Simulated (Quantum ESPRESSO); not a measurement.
**Magnetic state of MnH2O2 (Pyrochroite) from several starts**

Does MnH2O2 (Pyrochroite) prefer parallel or opposed moments?

Calculated with Quantum ESPRESSO 7.5; LDA with U = 4 eV on Mn d (ortho-atomic projectors); plane waves with GBRV 1.5 LDA potentials, no spin-orbit coupling.

## 1. Set-up

It takes space group P-3m1 (No. 164, trigonal). The conventional cell has a = 3.250 Å, b = 3.250 Å, c = 4.480 Å, α = 90.00°, β = 90.00°, γ = 120.00°. Nearest to Mn lie 6 O at 2.13 Å. Nearest to H lie 1 O at 0.99 Å. Nearest to O lie 1 H at 0.99 Å and 3 Mn at 2.13 Å. Farther neighbours and most contacts between anions are not listed.

The cell comes from the Crystallography Open Database.

## 2. Start 1: ferro +

The signs are those of the starting moments on the seeded atoms, the atoms that are given a moment.

pw.in reads:

```
&CONTROL
  calculation = 'scf'
  prefix = 'pwscf'
  outdir = './tmp'
  pseudo_dir = './pseudo'
  disk_io = 'nowf'
/
&SYSTEM
  ibrav = 0
  celldm(1) = 8
  nat = 5
  ntyp = 3
  ecutwfc = 40
  ecutrho = 280
  nbnd = 25
  occupations = 'smearing'
  smearing = 'fd'
  degauss = 0.00367493
  nspin = 2
  starting_magnetization(1) = 0.3
  starting_magnetization(2) = 0
  starting_magnetization(3) = 0
/
&ELECTRONS
  conv_thr = 1d-08
  electron_maxstep = 150
  mixing_beta = 0.3
/
ATOMIC_SPECIES
Mn     54.9380 mn_lda_v1.5.uspp.F.UPF
H       1.0080 h_lda_v1.4.uspp.F.UPF
O      15.9990 o_lda_v1.2.uspp.F.UPF
CELL_PARAMETERS alat
   0.7677012381292    0.0000000000000    0.0000000000000
  -0.3838506190646    0.6648487747368    0.0000000000000
   0.0000000000000    0.0000000000000    1.0582466297904
ATOMIC_POSITIONS crystal
Mn      0.0000000000    0.0000000000    0.0000000000
H       0.3333333333    0.6666666667    0.4460000000
H       0.6666666667    0.3333333333    0.5540000000
O       0.3333333333    0.6666666667    0.2260000000
O       0.6666666667    0.3333333333    0.7740000000
K_POINTS automatic
8 8 4 0 0 0
HUBBARD {ortho-atomic}
U Mn-3d 4.0000
```

Command:

```sh
$ OMP_NUM_THREADS=1 mpirun -n 4 pw.x -nk 4 -in pw.in > pw.out
```

The log of the run:

```text
Program PWSCF v.7.5 starts

     Message from routine setup:
     using ibrav=0 with symmetry is DISCOURAGED, use correct ibrav instead

     K-points division:     npool     =       4
     Subspace diagonalization in iterative solution of the eigenvalue problem:

     G-vector sticks info
     --------------------
     sticks:   dense  smooth     PW     G-vecs:    dense   smooth      PW
     Sum         733     421    121                21873     9455    1639

     Using Slab Decomposition

     bravais-lattice index     =            0
     lattice parameter (alat)  =       8.0000  a.u.
     unit-cell volume          =     276.5489 (a.u.)^3
     number of atoms/cell      =            5
     number of atomic types    =            3
     number of electrons       =        29.00
     number of Kohn-Sham states=           25
     kinetic-energy cutoff     =      40.0000  Ry
     charge density cutoff     =     280.0000  Ry
     scf convergence threshold =      1.0E-08
     mixing beta               =       0.3000
     number of iterations used =            8  plain     mixing
     Exchange-correlation= SLA  PZ   NOGX NOGC
                           (   1   1   0   0   0   0   0)
     Hubbard projectors: ortho-atomic
     Hubbard parameters of DFT+U (Dudarev formulation) in eV:
     U(Mn-3d) =  4.0000

     Internal variables: lda_plus_u =T, lda_plus_u_kind = 0

     Internal variables: orbital_resolved =F, hub_pot_fix =F, apply_U = F

     celldm(1)=   8.000000  celldm(2)=   0.000000  celldm(3)=   0.000000
     celldm(4)=   0.000000  celldm(5)=   0.000000  celldm(6)=   0.000000

     crystal axes: (cart. coord. in units of alat)
               a(1) = (   0.767701   0.000000   0.000000 )
               a(2) = (  -0.383851   0.664849   0.000000 )
               a(3) = (   0.000000   0.000000   1.058247 )

     reciprocal axes: (cart. coord. in units 2 pi/alat)
               b(1) = (  1.302590  0.752051 -0.000000 )
               b(2) = (  0.000000  1.504101  0.000000 )
               b(3) = (  0.000000 -0.000000  0.944959 )

     PseudoPot. # 1 for Mn read from file:
     mn_lda_v1.5.uspp.F.UPF
     Pseudo is Ultrasoft + core correction, Zval = 15.0
     Generated by new atomic code, or converted to UPF format
     Using radial grid of  859 points,  6 beta functions with:
                l(1) =   0
                l(2) =   0
                l(3) =   1
                l(4) =   1
                l(5) =   2
                l(6) =   2
     Q(r) pseudized with  8 coefficients,  rinner =    0.950   0.950   0.950
                                                       0.950   0.950

     PseudoPot. # 2 for H  read from file:
     h_lda_v1.4.uspp.F.UPF
     Pseudo is Ultrasoft, Zval =  1.0
     Generated by new atomic code, or converted to UPF format
     Using radial grid of  615 points,  2 beta functions with:
                l(1) =   0
                l(2) =   0
     Q(r) pseudized with  8 coefficients,  rinner =    0.700

     PseudoPot. # 3 for O  read from file:
     o_lda_v1.2.uspp.F.UPF
     Pseudo is Ultrasoft + core correction, Zval =  6.0
     Generated by new atomic code, or converted to UPF format
     Using radial grid of  737 points,  5 beta functions with:
                l(1) =   0
                l(2) =   0
                l(3) =   1
                l(4) =   1
                l(5) =   2
     Q(r) pseudized with  8 coefficients,  rinner =    0.900   0.900   0.900
                                                       0.900   0.900

     atomic species   valence    mass     pseudopotential
     Mn               15.00    54.93800     Mn( 1.00)
     H                 1.00     1.00800     H ( 1.00)
     O                 6.00    15.99900     O ( 1.00)

     Starting magnetic structure
     atomic species   magnetization
     Mn              0.300
     H               0.000
     O               0.000

     12 Sym. Ops., with inversion, found

   Cartesian axes

     site n.     atom                  positions (alat units)
         1        Mn     tau(   1) = (   0.0000000   0.0000000   0.0000000  )
         2        H      tau(   2) = (  -0.0000000   0.4432325   0.4719780  )
         3        H      tau(   3) = (   0.3838506   0.2216163   0.5862686  )
         4        O      tau(   4) = (  -0.0000000   0.4432325   0.2391637  )
         5        O      tau(   5) = (   0.3838506   0.2216163   0.8190829  )

     number of k points=    35  Fermi-Dirac smearing, width (Ry)=  0.0037
                       cart. coord. in units 2pi/alat
        k(    1) = (   0.0000000   0.0000000   0.0000000), wk =   0.0039062
        k(    2) = (   0.0000000   0.0000000   0.2362398), wk =   0.0078125
        k(    3) = (   0.0000000   0.0000000  -0.4724797), wk =   0.0039062
        k(    4) = (   0.0000000   0.1880127   0.0000000), wk =   0.0234375
        k(    5) = (   0.0000000   0.1880127   0.2362398), wk =   0.0234375
        [... 30 further k-points ...]

     Dense  grid:    21873 G-vectors     FFT dimensions: (  36,  36,  45)

     Smooth grid:     9455 G-vectors     FFT dimensions: (  25,  25,  36)

     Check: negative core charge=   -0.000036
     Generating pointlists ...
     new r_m :   0.2078 (alat units)  1.6620 (a.u.) for type    1
     new r_m :   0.0960 (alat units)  0.7683 (a.u.) for type    2
     new r_m :   0.0960 (alat units)  0.7683 (a.u.) for type    3

     Initial potential from superposition of free atoms

     starting charge      28.4999, renormalised to      29.0000

     STARTING HUBBARD OCCUPATIONS:

     =================== HUBBARD OCCUPATIONS ===================
     ------------------------ ATOM    1 ------------------------
     Tr[ns(  1)] (up, down, total) =   5.00000  0.00000  5.00000
     Atomic magnetic moment for atom   1 =   5.00000
     [... lines left out ...]
     Number of occupied Hubbard levels =    5.0000

     Atomic wfc used for Hubbard projectors are orthogonalized

     Starting wfcs are   23 randomized atomic wfcs +    2 random wfcs

     Self-consistent Calculation

     iteration #  1     ecut=    40.00 Ry     beta= 0.30
     Davidson diagonalization with overlap
     ethr =  1.00E-02,  avg # of iterations =  4.8

     =================== HUBBARD OCCUPATIONS ===================
     ------------------------ ATOM    1 ------------------------
     Tr[ns(  1)] (up, down, total) =   4.93878  0.15780  5.09658
     Atomic magnetic moment for atom   1 =   4.78098
     [... lines left out ...]
     Number of occupied Hubbard levels =    5.0966

     total energy              =    -277.99346663 Ry
     estimated scf accuracy    <       0.63741984 Ry

     total magnetization       =     5.00 Bohr mag/cell
     absolute magnetization    =     5.00 Bohr mag/cell

     iteration #  2     ecut=    40.00 Ry     beta= 0.30
     Davidson diagonalization with overlap
     ethr =  2.20E-03,  avg # of iterations =  1.7

     total energy              =    -278.08376154 Ry
     estimated scf accuracy    <       0.04389485 Ry

     total magnetization       =     5.00 Bohr mag/cell
     absolute magnetization    =     5.00 Bohr mag/cell

     iteration #  3     ecut=    40.00 Ry     beta= 0.30
     Davidson diagonalization with overlap
     ethr =  1.51E-04,  avg # of iterations =  1.7

     negative rho (up, down):  0.000E+00 3.887E-04

     total energy              =    -278.08604961 Ry
     estimated scf accuracy    <       0.01690890 Ry

     total magnetization       =     5.00 Bohr mag/cell
     absolute magnetization    =     5.00 Bohr mag/cell

     [... further iterations left out ...]

     iteration #  7     ecut=    40.00 Ry     beta= 0.30
     Davidson diagonalization with overlap
     ethr =  3.64E-08,  avg # of iterations =  2.0

     negative rho (up, down):  0.000E+00 5.071E-04

     total energy              =    -278.08662660 Ry
     estimated scf accuracy    <       0.00000046 Ry

     total magnetization       =     5.00 Bohr mag/cell
     absolute magnetization    =     5.00 Bohr mag/cell

     iteration #  8     ecut=    40.00 Ry     beta= 0.30
     Davidson diagonalization with overlap
     ethr =  1.59E-09,  avg # of iterations =  2.0

     negative rho (up, down):  0.000E+00 5.073E-04

     total energy              =    -278.08662666 Ry
     estimated scf accuracy    <       0.00000015 Ry

     total magnetization       =     5.00 Bohr mag/cell
     absolute magnetization    =     5.00 Bohr mag/cell

     iteration #  9     ecut=    40.00 Ry     beta= 0.30
     Davidson diagonalization with overlap
     ethr =  5.28E-10,  avg # of iterations =  2.0

     negative rho (up, down):  0.000E+00 5.070E-04

     total energy              =    -278.08662671 Ry
     estimated scf accuracy    <       0.00000004 Ry

     total magnetization       =     5.00 Bohr mag/cell
     absolute magnetization    =     5.00 Bohr mag/cell

     iteration # 10     ecut=    40.00 Ry     beta= 0.30
     Davidson diagonalization with overlap
     ethr =  1.38E-10,  avg # of iterations =  2.0

     negative rho (up, down):  0.000E+00 5.067E-04

     Magnetic moment per site  (integrated on atomic sphere of radius R)
     atom   1 (R=0.208)  charge= 12.4183  magn=  4.1801
     atom   2 (R=0.096)  charge=  0.3921  magn=  0.0040
     atom   3 (R=0.096)  charge=  0.3921  magn=  0.0040
     atom   4 (R=0.096)  charge=  2.0144  magn=  0.0395
     atom   5 (R=0.096)  charge=  2.0144  magn=  0.0395

     End of self-consistent calculation

     =================== HUBBARD OCCUPATIONS ===================
     ------------------------ ATOM    1 ------------------------
     Tr[ns(  1)] (up, down, total) =   4.96982  0.26353  5.23335
     Atomic magnetic moment for atom   1 =   4.70630
     [... lines left out ...]
     Number of occupied Hubbard levels =    5.2334

     [... lines left out ...]
     the Fermi energy is     8.2845 ev

!    total energy              =    -278.08662673 Ry
     estimated scf accuracy    <          6.4E-09 Ry
     smearing contrib. (-TS)   =      -0.00000000 Ry
     internal energy E=F+TS    =    -278.08662672 Ry

     The total energy is F=E-TS. E is the sum of the following terms:
     one-electron contribution =    -171.85628899 Ry
     hartree contribution      =      98.28311327 Ry
     xc contribution           =     -42.33555189 Ry
     ewald contribution        =    -162.21786524 Ry
     Hubbard energy            =       0.03996613 Ry

     total magnetization       =     5.00 Bohr mag/cell
     absolute magnetization    =     5.00 Bohr mag/cell

     convergence has been achieved in  10 iterations

=------------------------------------------------------------------------------=
   JOB DONE.
=------------------------------------------------------------------------------=
```

Wall time 7.4 s (4 MPI ranks of Arm Neoverse V2, shared host); peak memory 0.34 GiB.

Spin moment in the atom's sphere by atom:

| atom | spin moment in the atom's sphere (μB) |
| --- | --- |
| Mn1 | 4.18 |
| H2 | 0.00 |
| H3 | 0.00 |
| O4 | 0.04 |
| O5 | 0.04 |

This step gave:

```yaml
smearing_term_ts: 6.10e-8 eV
magnetization: 5 μB
absolute_magnetization: 5 μB
final_state: ferromagnetic
```

[end of part 1 of 2]

[Logs and program files are shortened in this print: banners, set-up blocks, solver, clock and traceback lines can be left out without a mark of their own.]

[Logs are printed without paths, hosts, clocks, repeated set-up lines and the standing remarks that a program may print on its own settings, such as how far it seeks lower states.]

[Hosts, paths, dates, database ids (printed as entryN), source tags and the programs' standing remarks are cut or masked in the printed files.]

[Where a cell is said to come from a database of computed structures, the database is the Materials Project.]
